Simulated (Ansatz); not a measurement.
# Band gap of GaN (P6_3mc) from density functionals to GW

Aim: the gap of GaN (P6_3mc) at several levels of theory on one structure, with the time that each takes.

Method: density functionals, hybrids and G0W0, plane waves, PAW, in Ansatz 0.2.0.

The database entry behind the starting cell has ideal inner coordinates that were not refined, so it need not match the best structure at ambient conditions.

## (1) Set-up

Symmetry: P6_3mc, No. 186, hexagonal system. Conventional cell: a = 3.190 Å, b = 3.190 Å, c = 5.189 Å, α = 90.00°, β = 90.00°, γ = 120.00°. Nearest to Ga lie 4 N at 1.95 Å. Nearest to N lie 4 Ga at 1.95 Å. Farther neighbours and most contacts between anions are not listed.

The cell and positions come from the Crystallography Open Database and are kept as given unless a step says otherwise.

The logs state that the PAW files were generated under PBE.

## (2) PBE on the 12×12×4 mesh

Levels along a band path and on the mesh show where this functional puts the band edges.

This step: DFT, PBE, plane waves, PAW; PAW set soft_1.

input.yaml

```yaml
crystal:
  lattice:
    - [3.19, 0.0, 0.0]
    - [-1.595, 2.7626210381, 0.0]
    - [0.0, 0.0, 5.189]
  atoms:
    - { symbol: Ga, position: [0.6666666667, 0.3333333333, 0.0] }
    - { symbol: Ga, position: [0.3333333333, 0.6666666667, 0.5] }
    - { symbol: "N", position: [0.6666666667, 0.3333333333, 0.375] }
    - { symbol: "N", position: [0.3333333333, 0.6666666667, 0.875] }
kpoints:
  mp_grid: { grid: [12, 12, 4] }
  band_path:
    path:
      - [[0.0, 0.0, 0.0], [0.5, 0.0, 0.0], [0.33333333, 0.33333333, 0.0], [0.0, 0.0, 0.0], [0.0, 0.0, 0.5], [0.5, 0.0, 0.5], [0.33333333, 0.33333333, 0.5], [0.0, 0.0, 0.5]]
      - [[0.5, 0.0, 0.5], [0.5, 0.0, 0.0]]
      - [[0.33333333, 0.33333333, 0.5], [0.33333333, 0.33333333, 0.0]]
    npoints: 10
hamiltonian:
  xc: pbe
  pseudopotentials: { kind: paw, azcp: { folder: soft_1 } }
scf:
  occupations: { method: fermi_dirac, width: 0.02 }
  n_extra_bands: 5
output:
  eigenvalues: true
  write_density: true
  write_potential: true
  elf: true
  volumetric_format: npy
```

On the command line:

```sh
ansatz run input.yaml --threads 3 --pin off --max-ram 92160MiB --backend cuda --events-out ev --progress --plain --runs-dir out --devices 1 --max-vram 13GiB
```

Numbers of over 12 decimals in the logs are rounded to 6 here.

Log:

```text
scf.n_extra_bands = 5 over 18 filled bands (N_el = 36.0): the run solves 23 bands
GPUs: using 1 of 1 available (devices: 1).
Engine: ansatz 0.2.0, x86_64-unknown-linux-gnu
Pseudopotentials: kind: paw
Pseudopotential: Ga, paw, valence charge 13, recommended cutoff 420 eV (normal), soft_1/Ga.paw.azcp
Pseudopotential: N, paw, valence charge 5, recommended cutoff 420 eV (normal), soft_1/N.paw.azcp
Functional definition: PBE
  parameter kappa = 0.804
  parameter beta = 0.066725
  exchange = pbe_x(kappa = kappa, mu = beta*pi^2/3)
  correlation = pbe_c(beta = beta)
device memory: the entry about to start is reckoned to put 1.6 GiB on a device that reports 57.3 GiB free (of which the cap on the GPU budget leaves the run 13.0 GiB)
GPU FFT provider: cuFFT
GPU libraries: cuBLAS 13.8.2, cuFFT 12.4.0, cuSOLVER 12.3.4
Crystal: 4 atoms, lattice volume = 45.729 Å³
Basis set: ecut = 420 eV, 917 PW (Γ)
Bands: 23, of which v1, the nominal top of the filled ones, is band 18 counted from 1 (17 counted from 0)
Symmetry: 12 space group operations
Space group: P63mc (ITA 186), of the structure as read, at distance tolerance 3.6e-5 Å
k-points: 57 of 576 (time reversal used)
Non-local potential: Ga, projectors of the file, l = 0: 2, l = 1: 2, l = 2: 3, l = 3: 1
Non-local potential: N, projectors of the file, l = 0: 2, l = 1: 2, l = 2: 1
PAW form: soft (Blöchl's): semilocal exchange-correlation on the pseudo side does not see the compensation charge
PAW one-centre angular grid: Ga, 590 points (default); XC on 64 Gauss nodes
PAW one-centre angular grid: N, 110 points (default); XC on 64 Gauss nodes
Initial density: superposition of atomic densities (chi_scale 0.1, normalization cell, long waves kept (reshape's long-wave potential 0.00 eV rms))
Initial wavefunctions: pseudopotential atomic-orbital guess
GPU buffer pool allocated for 20736 grid points (all kernels)
GPU transforms: local potential and band sums: pruned to the plane-wave sphere, on 24×24×36
Functional: x = pbe(κ = 0.804, μ = 0.219515), c = pbe(β = 0.066725)
SCF iter   1: F=—  HF=-8337.205093 eV  |F-HF|=—  |Δ(HF+E_count)|=         —  Δρ=1.13e-1  dr2=5.08e0  ethr=3.10e-3  ⟨swp⟩=4.5  Hψ=5353  notcnv=0
preconditioner: auto → Resta (q_TF=auto, 2.622 Å⁻¹)  ε∞=4.5  [insulator: Δε(μ)=2.712 eV  Ē_g=17.498 eV  σ=0.020 eV  W_gap=1.00  n_scr=22 (ndim 8)  ℏωp=32.9 eV  f_vac=0.000  D(μ)=0.00/eV (n_scr^D=0)  ε∞_Penn≈4.5]
SCF iter   2: F=—  HF=-8335.919950 eV  |F-HF|=—  |Δ(HF+E_count)|=    1.29e0  Δρ=4.67e-2  dr2=5.25e-1  ethr=3.10e-3  ⟨swp⟩=2.1  Hψ=3019  notcnv=0  defer=57
SCF iter   3: F=—  HF=-8335.838156 eV  |F-HF|=—  |Δ(HF+E_count)|=   8.18e-2  Δρ=1.84e-2  dr2=1.11e-1  ethr=1.46e-3  ⟨swp⟩=2.0  Hψ=1742  notcnv=0  defer=57
SCF iter   4: F=—  HF=-8335.825288 eV  |F-HF|=—  |Δ(HF+E_count)|=   1.29e-2  Δρ=3.23e-3  dr2=5.81e-3  ethr=3.07e-4  ⟨swp⟩=3.0  Hψ=2503  notcnv=0  defer=57
SCF iter   5: F=—  HF=-8335.823698 eV  |F-HF|=—  |Δ(HF+E_count)|=   1.59e-3  Δρ=2.73e-3  dr2=2.05e-3  ethr=1.61e-5  ⟨swp⟩=2.0  Hψ=2499  notcnv=0  defer=57
SCF iter   6: F=—  HF=-8335.825226 eV  |F-HF|=—  |Δ(HF+E_count)|=   1.53e-3  Δρ=6.55e-4  dr2=1.58e-4  ethr=5.70e-6  ⟨swp⟩=2.9  Hψ=2507  notcnv=0  defer=57
SCF iter   7: F=—  HF=-8335.825226 eV  |F-HF|=—  |Δ(HF+E_count)|=   4.67e-8  Δρ=1.01e-4  dr2=5.69e-6  ethr=4.39e-7  ⟨swp⟩=2.0  Hψ=2271  notcnv=0  defer=57
SCF iter   8: F=—  HF=-8335.825375 eV  |F-HF|=—  |Δ(HF+E_count)|=   1.49e-4  Δρ=1.57e-5  dr2=8.92e-8  ethr=2.78e-10  ⟨swp⟩=6.1  Hψ=5903  notcnv=0
SCF iter   9: F=-8335.825376 eV  HF=-8335.825376 eV  |F-HF|=2.70e-9  |Δ(HF+E_count)|=   1.34e-7  Δρ=2.32e-6  dr2=2.62e-9  ethr=2.48e-10  ⟨swp⟩=1.9  Hψ=4391  notcnv=0
SCF 1 converged in 9 iterations: F = -8335.825376 eV  dr2 = 2.62e-9
[...]
device memory: the entry about to start is reckoned to put 1.8 GiB on a device that reports 57.6 GiB free (of which the cap on the GPU budget leaves the run 13.0 GiB)
NSCF: frozen V_eff on 93 k-points, pencils in batches of 32, up to order 104
SCF converged after 9 iterations
Free energy (F): -8335.825376 eV
Harris-Foulkes:  -8335.825376 eV  (|F-HF|=2.70e-9)
Internal energy: -8335.825376 eV  (E = F + TS)
E sigma→0 (E₀):  -8335.825376 eV
Fermi energy:    10.631931 eV
--- Per-component energies (eV) ---
  E_band       = -10.905783
  E_kinetic    = 481.900885
  E_local      = -2834.593477  (includes V_loc(G=0)·N_el)
  E_nonlocal   = -109.350450
  E_hartree    = 1792.767056
  E_xc         = -244.720264
  E_vxc        = -261.998631  (∫ρ·V_xc dr)
  E_paw        = -4249.322089  (= ΣΔE_a)
  E_vpaw       = -872.400560  (= ΣTr[D̂ρ^β])
  E_aug_tail   = 0.001510  (compensation charges beyond the density's cutoff)
  E_ewald      = -3172.508547
  E_smearing   = -0.000000  (= −TS)
  E_closure    = 0.000000  (closes the sum)
  Σ components = -8335.825376   (vs F -8335.825376, Δ=0.00e0)
--- Band table (eV; the first three rows and the last of 57) ---
  k-point 0: bands = [... 14 lower, 8.6338, 9.6139, 9.6777, 9.6777, 11.5692, 13.9216, 18.8619, 19.5625, ... 1 higher]
  k-point 1: bands = [... 14 lower, 8.7802, 8.7802, 9.5181, 9.5181, 12.7663, 14.0254, 18.4748, 19.2399, ... 1 higher]
  k-point 2: bands = [... 14 lower, 9.1425, 9.1425, 9.1425, 9.1425, 13.9043, 13.9043, 18.1593, 18.1593, ... 1 higher]
  k-point 56: bands = [... 14 lower, 5.5074, 5.5074, 8.1860, 8.1860, 16.0941, 16.0941, 16.9758, 16.9758, ... 1 higher]
```

Wall time 7.5 s (1 × NVIDIA H100 80GB HBM3 (shared by 6 runs) with 3 threads of AMD EPYC 7R13 (Zen 3), shared host); peak memory 0.91 GiB; 4.1 s of CPU time.

Numbers from this step:

```yaml
filled_bands: 18
gap: 1.891 eV
valence_top_at: Γ
conduction_bottom_at: Γ
least_direct_gap: 1.891 eV
```

Over mesh and path the gap is 1.891 eV, direct, at k = Γ.

## (3) PBE+SOC on the 12×12×4 mesh

This run has two-component orbitals with spin-orbit coupling.

This step: DFT, PBE with spin-orbit coupling, plane waves, PAW; PAW set soft_1.

input.yaml

```yaml
crystal:
  lattice:
    - [3.19, 0.0, 0.0]
    - [-1.595, 2.7626210381, 0.0]
    - [0.0, 0.0, 5.189]
  atoms:
    - { symbol: Ga, position: [0.6666666667, 0.3333333333, 0.0] }
    - { symbol: Ga, position: [0.3333333333, 0.6666666667, 0.5] }
    - { symbol: "N", position: [0.6666666667, 0.3333333333, 0.375] }
    - { symbol: "N", position: [0.3333333333, 0.6666666667, 0.875] }
kpoints:
  mp_grid: { grid: [12, 12, 4] }
  band_path:
    path:
      - [0.0, 0.0, 0.0]
      - [0.5, 0.0, 0.0]
      - [0.33333333, 0.33333333, 0.0]
      - [0.0, 0.0, 0.5]
      - [0.5, 0.0, 0.5]
      - [0.33333333, 0.33333333, 0.5]
    npoints: 1
hamiltonian:
  xc: pbe
  pseudopotentials: { kind: paw_fr, azcp: { folder: soft_1 } }
scf:
  occupations: { method: fixed }
  n_extra_bands: 10
magnetization:
  noncollinear: true
  spin_orbit: true
output:
  eigenvalues: true
```

Log:

```text
[...]
GPUs: using 1 of 1 available (devices: 1).
[...]
non-collinear run that drives no moment, with spin-orbit: no starting moment large enough to seed its density (crystal.atoms[].spin), no starting occupations that ask for one, no magnetisation constraint and no magnetic field, so the semilocal B_xc is pinned to zero
[...]
GPU FFT provider: cuFFT
GPU libraries: cuBLAS 13.8.2, cuFFT 12.4.0, cuSOLVER 12.3.4
Crystal: 4 atoms, lattice volume = 45.729 Å³
Basis set: ecut = 420 eV, 917 PW (Γ)
Bands: 46, of which v1, the nominal top of the filled ones, is band 36 counted from 1 (35 counted from 0)
Symmetry: 12 space group operations + 12 with time reversal
[...]
k-points: 57 of 576 (time reversal used)
Projection manifold: j_resolved (fully-relativistic pseudo-atomic orbitals)
[...]
GPU buffer pool allocated for 20736 grid points (all kernels)
[...]
Magnetization: |M| = 0.0000 μB,  M = (+0.0000, +0.0000, +0.0000) μB
Absolute magnetization: 0.0000 μB (∫|m|)
  site 0: m = (+0.0000, +0.0000, +0.0000) μB, |m| = 0.0000 μB  (R = 0.80 Å)
  site 1: m = (+0.0000, +0.0000, +0.0000) μB, |m| = 0.0000 μB  (R = 0.80 Å)
  site 2: m = (+0.0000, +0.0000, +0.0000) μB, |m| = 0.0000 μB  (R = 0.80 Å)
  site 3: m = (+0.0000, +0.0000, +0.0000) μB, |m| = 0.0000 μB  (R = 0.80 Å)
Free energy (F): -8335.985911 eV
[...]
Internal energy: -8335.985911 eV  (E = F + TS)
E sigma→0 (E₀):  -8335.985911 eV
Fermi energy:    9.680379 eV
[...]
--- Band table (eV; the first three rows and the last of 57) ---
  k-point 0: bands = [... 32 lower, 9.6746, 9.6746, 9.6804, 9.6804, 11.5688, 11.5688, 13.9210, 13.9210, ... 6 higher]
  k-point 1: bands = [... 32 lower, 9.5122, 9.5122, 9.5228, 9.5228, 12.7657, 12.7657, 14.0247, 14.0247, ... 6 higher]
  k-point 2: bands = [... 32 lower, 9.1509, 9.1509, 9.1509, 9.1509, 13.9034, 13.9034, 13.9034, 13.9034, ... 6 higher]
  k-point 56: bands = [... 32 lower, 8.1816, 8.1816, 8.1883, 8.1883, 16.0800, 16.0800, 16.1057, 16.1057, ... 6 higher]
[key lines of the parts left out:]
SCF converged after 9 iterations
```

Wall time 6.6 s (1 × NVIDIA H100 80GB HBM3 (shared by 6 runs) with 3 threads); peak memory 0.93 GiB; 12 s of CPU time.

Numbers from this step:

```
gap                  : 1.888 eV
valence top at       : Γ
conduction bottom at : Γ
least direct gap     : 1.888 eV
```

Over mesh and listed points the gap is 1.888 eV, direct, at k = Γ. PBE+SOC against PBE: 1.888 − 1.891 = −0.003 eV, with the same mesh, set of files (read in its fully relativistic form for the spin-orbit run) and cutoff, and both edges at the same k points. The spin-orbit run sees mesh and listed points alone, so its gap is an upper bound: the coupling can move an edge off these points, the more so as this crystal has no centre of inversion, and the change over the zone, its sign included where it is small, is not known.

## (4) HSE06 on the 6×6×4 mesh

HSE06 mixes in a quarter of exact exchange at short range.

This step: DFT, HSE06, plane waves, PAW; PAW set soft_1.

input.yaml, the sections that differ from step 3:

```yaml
kpoints:
  mp_grid: { grid: [6, 6, 4] }
  band_path:
    path:
      - [0.0, 0.0, 0.0]
      - [0.5, 0.0, 0.0]
      - [0.33333333, 0.33333333, 0.0]
      - [0.0, 0.0, 0.5]
      - [0.5, 0.0, 0.5]
      - [0.33333333, 0.33333333, 0.5]
    npoints: 1
hamiltonian:
  xc: hse06
  pseudopotentials: { kind: paw, azcp: { folder: soft_1 } }
scf:
  occupations: { method: fixed }
  n_extra_bands: 5
# crystal, output: as in step 3
# magnetization: removed
```

Log:

```text
[...]
GPUs: using 1 of 1 available (devices: 1).
[...]
davidson cushion auto → on  (no smearing: the cushion is to keep the highest requested band from converging to the state above it; pin scf.eigensolver.cushion to override)
[...]
GPU FFT provider: cuFFT
GPU libraries: cuBLAS 13.8.2, cuFFT 12.4.0, cuSOLVER 12.3.4
Crystal: 4 atoms, lattice volume = 45.729 Å³
Basis set: ecut = 420 eV, 917 PW (Γ)
[...]
Fermi energy:    8.847782 eV
[...]
--- Band table (eV; the first three rows and the last of 21) ---
  k-point 0: bands = [... 14 lower, 7.7184, 8.7865, 8.8478, 8.8478, 11.9966, 14.5159, 19.7865, 20.3023, ... 1 higher]
  k-point 1: bands = [... 14 lower, 7.8762, 7.8762, 8.6746, 8.6746, 13.1982, 14.6270, 19.3377, 20.0018, ... 1 higher]
  k-point 2: bands = [... 14 lower, 8.2676, 8.2676, 8.2676, 8.2676, 14.4781, 14.4781, 18.9217, 18.9217, ... 1 higher]
  k-point 20: bands = [... 14 lower, 4.3613, 4.3613, 7.2508, 7.2508, 16.7269, 16.7269, 17.5262, 17.5262, ... 1 higher]
[key lines of the parts left out:]
Free energy (F): -8336.815767 eV
```

It took 19 s on 1 × NVIDIA H100 80GB HBM3 (shared by 6 runs) with 3 threads; peak memory 1.4 GiB; 21 s of CPU time.

This step gave:

- gap: 3.149 eV
- valence top at: Γ
- conduction bottom at: Γ
- least direct gap: 3.149 eV
- exact-exchange fraction: 0.25

Over mesh and listed points the gap is 3.149 eV, direct, at k = Γ. HSE06 against PBE: 3.149 − 1.891 = +1.258 eV. The runs also differ in mesh (12×12×4 and 6×6×4), so how much of this comes from the functional alone is not known.

## (5) HSE06+SOC on the 6×6×4 mesh

This step: DFT, HSE06 with spin-orbit coupling, plane waves, PAW; PAW set soft_1.

input.yaml: that of step 4 with these lines changed.

```diff
@@ -23,7 +23,14 @@
   xc: hse06
-  pseudopotentials: { kind: paw, azcp: { folder: soft_1 } }
+  pseudopotentials: { kind: paw_fr, azcp: { folder: soft_1 } }
 scf:
   occupations: { method: fixed }
-  n_extra_bands: 5
+  n_extra_bands: 10
+magnetization:
+  noncollinear: true
+  spin_orbit: true
 output:
   eigenvalues: true
+  write_density: true
+  write_potential: true
+  elf: true
+  volumetric_format: npy
```

Log:

```text
[...]
GPUs: using 1 of 1 available (devices: 1).
[...]
GPU FFT provider: cuFFT
GPU libraries: cuBLAS 13.8.2, cuFFT 12.4.0, cuSOLVER 12.3.4
Crystal: 4 atoms, lattice volume = 45.729 Å³
Basis set: ecut = 420 eV, 917 PW (Γ)
Bands: 46, of which v1, the nominal top of the filled ones, is band 36 counted from 1 (35 counted from 0)
Symmetry: 12 space group operations + 12 with time reversal
[...]
--- Band table (eV; the first three rows and the last of 21) ---
  k-point 0: bands = [... 32 lower, 8.8435, 8.8435, 8.8538, 8.8538, 11.9962, 11.9962, 14.5153, 14.5153, ... 6 higher]
  k-point 1: bands = [... 32 lower, 8.6661, 8.6661, 8.6826, 8.6826, 13.1976, 13.1976, 14.6262, 14.6262, ... 6 higher]
  k-point 2: bands = [... 32 lower, 8.2796, 8.2796, 8.2796, 8.2796, 14.4772, 14.4772, 14.4772, 14.4772, ... 6 higher]
  k-point 20: bands = [... 32 lower, 7.2460, 7.2460, 7.2545, 7.2545, 16.7135, 16.7135, 16.7382, 16.7382, ... 6 higher]
[key lines of the parts left out:]
Magnetization: |M| = 0.0000 μB,  M = (+0.0000, +0.0000, +0.0000) μB
Free energy (F): -8335.603257 eV
Fermi energy:    8.853838 eV
```

The job ended after 72 s (1 × NVIDIA H100 80GB HBM3 (shared by 6 runs) with 3 threads; peak memory 2 GiB).

Numbers from this step:

```
gap                     : 3.142 eV
valence top at          : Γ
conduction bottom at    : Γ
least direct gap        : 3.142 eV
exact-exchange fraction : 0.25
```

Over mesh and listed points the gap is 3.142 eV, direct, at k = Γ. HSE06+SOC against HSE06: 3.142 − 3.149 = −0.007 eV, with the same mesh, set of files (read in its fully relativistic form for the spin-orbit run) and cutoff, and both edges at the same k points. The spin-orbit run sees mesh and listed points alone, so its gap is an upper bound: the coupling can move an edge off these points, the more so as this crystal has no centre of inversion, and the change over the zone, its sign included where it is small, is not known.

(Part 1 of 2 ends here.)

[Paths, hosts, dates, memory and timing lines, banners, echoed tables and standing remarks are left out of the program output.]

[Logs are printed without paths, hosts, clocks, repeated set-up lines and the standing remarks that a program may print on its own settings, such as how far it seeks lower states.]

[Runs of the session that timed out or met a known fault of the program may be left out.]

[Cells called generated may have been cut or substituted from an entry of the Crystallography Open Database or the Materials Project.]

[Hosts, paths, dates, database ids (printed as entryN), source tags and the programs' standing remarks are cut or masked in the printed files.]

[Where an RPA ε∞ is given, it is that of the G0W0 mesh and is not shown converged in it. Names of k-points follow the symmetry that the program found, which can be lower than the space group named. Band edges on a path are those of the sampled points; other points can move an edge, and change direct to indirect where valleys lie close.]

[Hybrid gaps are those of their k-mesh and are not shown converged in it.]
